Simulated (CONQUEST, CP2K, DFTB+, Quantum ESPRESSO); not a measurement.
# Forces in Ge/Sn superlattice along [001] (80 atoms), program by program

One geometry of Ge/Sn superlattice along [001] (80 atoms) is solved by several programs and methods. How far do their forces lie from a plane-wave PBE run?

Results are calculated, not measured.

## Step 1: The structure

The cell holds 80 atoms (16 Ge and 64 Sn), with edges of 9.18, 9.18 and 31.11 Å. Recipe: diamond-structure lattice with in-plane constant 6.489 Å; 1 period of Ge and 4 of Sn along [001], 2 x 2 in-plane cells; the two parts stretched along z by 0.7938 and 1.0; every coordinate displaced by a Gaussian of 0.05 Å. Then every atom was moved at random, 0.02 Å r.m.s. a Cartesian component. The density is 5.55 g/cm³.

## Step 2: The reference input

Quantum ESPRESSO 7.5: Kohn-Sham DFT, PBE, SSSP efficiency 1.3.0 pseudopotentials, plane waves. Its input, pw.in:

```
&control
  calculation = 'scf'
  pseudo_dir = './pseudo'
  outdir = './tmp'
  disk_io = 'none'
  tprnfor = .true.
  tstress = .true.
/
&system
  ibrav = 0
  nat = 80
  ntyp = 2
  ecutwfc = 45
  ecutrho = 360
  nosym = .true.
  occupations = 'smearing'
  smearing = 'fd'
  degauss = 0.003675
/
&electrons
  conv_thr = 4.0e-07
  electron_maxstep = 100
  mixing_beta = 0.2
  mixing_mode = 'local-TF'
  diagonalization = 'david'
/
ATOMIC_SPECIES
Ge 72.630 Ge.upf
Sn 118.710 Sn.upf
CELL_PARAMETERS angstrom
9.17683 0.00000 0.00000
0.00000 9.17683 0.00000
0.00000 0.00000 31.10697
ATOMIC_POSITIONS crystal
Ge 0.00085 0.00004 0.99978
Ge 0.25044 0.99573 0.04305
Ge 0.49744 0.99768 0.00134
Ge 0.74823 0.00538 0.03840
[... 74 atom lines left out ...]
Sn 0.74935 0.75471 0.89784
Sn 0.00046 0.75504 0.95301
K_POINTS gamma
```

```console
$ OMP_NUM_THREADS=1 mpirun -np 4 pw.x -in pw.in > output.txt
```

Elapsed: 35 min, on 4 MPI ranks of Arm Neoverse V1, shared host; peak memory 8 GiB; 2.4 h of CPU time.

It converged with an r.m.s. force component of 0.52 eV/Å and a pressure of 4.4 GPa.

## Step 3: The other programs

- CONQUEST 1.3: pseudo-atomic orbitals (double zeta with polarisation, or contracted to multi-site or on-site support functions) with norm-conserving potentials on an integration grid.
- CP2K 2026.2: Gaussian basis with GTH pseudopotentials and a plane-wave density; labels give functional, basis (MOLOPT sets; SR short-range, UZH the newer set with its own potentials), grid cutoff/relative cutoff and solver (OT: orbital transformation; TRS4, TC2, SIGN: linear-scaling purification with its sparsity filter), or its built-in tight binding.
- DFTB+ 25.1: tight binding, with Slater–Koster sets (DFTB) or xTB through its tblite library.

All use the same cell and atoms, and the electronic-structure runs the same k-mesh.

## Step 4: All runs compared

Differences are against the reference: forces as r.m.s. over components, share as that over the reference's r.m.s. force, slope as the fitted ratio of a run's forces to the reference's.

```csv
run,"Δ force, r.m.s. (meV/Å)",share (%),slope,Δ pressure (GPa),cores,CPU time,memory (GiB)
reference,-,-,-,-,4,2.4 h,8
"CONQUEST PBE, grid 80 Ha",53.2,10.2,1.014,0.243,2,5.7 min,8.6
"CONQUEST PBE, grid 80 Ha, multi-site 8 bohr",60.6,11.6,1.030,-,2,5.7 min,8.9
"CP2K PBE, DZVP-MOLOPT (SR for Ge, Sn), 350/50 Ry, diagonalisation",15.2,2.91,0.984,0.554,4,4.5 min,4.9
"CP2K PBE, DZVP-MOLOPT-SR, 350/50 Ry, diagonalisation",15.2,2.91,0.984,0.554,4,4.5 min,4.9
DFTB+ GFN1-xTB,161,30.7,1.213,-2.83,1,24 s,0.73
DFTB+ IPEA1-xTB,347,66.2,1.333,3.90,1,28 s,0.73
```

Runs without a result: CP2K GFN1-xTB, diagonalisation (not converged).

CPU time is summed over cores on shared hosts, of unlike kinds, so it is rough.

## Step 5: What came out

Forces lie from 2.9 % (CP2K PBE, DZVP-MOLOPT (SR for Ge, Sn), 350/50 Ry, diagonalisation) to 66 % (DFTB+ IPEA1-xTB) of the reference's r.m.s. force of 0.52 eV/Å away from it. The PBE runs in local orbitals differ by 2.9 % (CP2K PBE, DZVP-MOLOPT (SR for Ge, Sn), 350/50 Ry, diagonalisation) to 12 % (CONQUEST PBE, grid 80 Ha, multi-site 8 bohr); basis, grid and potentials can all enter. Tight binding differs by 31 % (DFTB+ GFN1-xTB) to 66 % (DFTB+ IPEA1-xTB); it is another model, with fitted parameters of its own, and the xTB methods hold dispersion. IPEA1-xTB was fitted to ionisation energies and electron affinities, not to forces or charges.

Pressures at PBE, coarse settings apart, lie +0.24 to +0.55 GPa from the reference's.

Caveats: Periodic xTB results under one method name differ between programs and library versions (DFTB+ here holds tblite 0.3). The potentials hold different valence shells: 1120 electrons in the reference, 320 in CP2K with DZVP-MOLOPT-SR; this bears on time and differences. The reference's pressure holds the uncorrected Pulay stress of its 45 Ry basis, so small pressure differences may be the reference's own error. The reference's stress is far from hydrostatic: its diagonal is 6.2, 6.0, 1.1 GPa, compression counted positive. The host structure and its lattice constant were typed by rule, without a check against the phase diagram. The electronic-structure runs sample only Γ, in a cell whose shortest periodic width is 9 Å, which is coarse for a cell with partly filled levels. The reference's pressure of 4.4 GPa reflects the volume that the recipe set, positions that aren't this level's minimum and the coarse k-sampling. The reference's 45/360 Ry lie under the cutoffs that SSSP recommends for Sn (60/480 Ry). Spin–orbit coupling is left out. Where levels are smeared, the DFT runs use Fermi–Dirac occupations at 580 K (0.05 eV), and energies are free energies. The atoms were displaced at random, and shares hang on the size of the forces that this gives. The reference's cutoffs and mesh weren't converged further here.

[Logs are printed without paths, hosts, clocks, repeated set-up lines and the standing remarks that a program may print on its own settings, such as how far it seeks lower states.]

[Hosts, paths, dates, database ids (printed as entryN), source tags and the programs' standing remarks are cut or masked in the printed files.]

[Cells were taken only where this reference lay near another plane-wave run.]
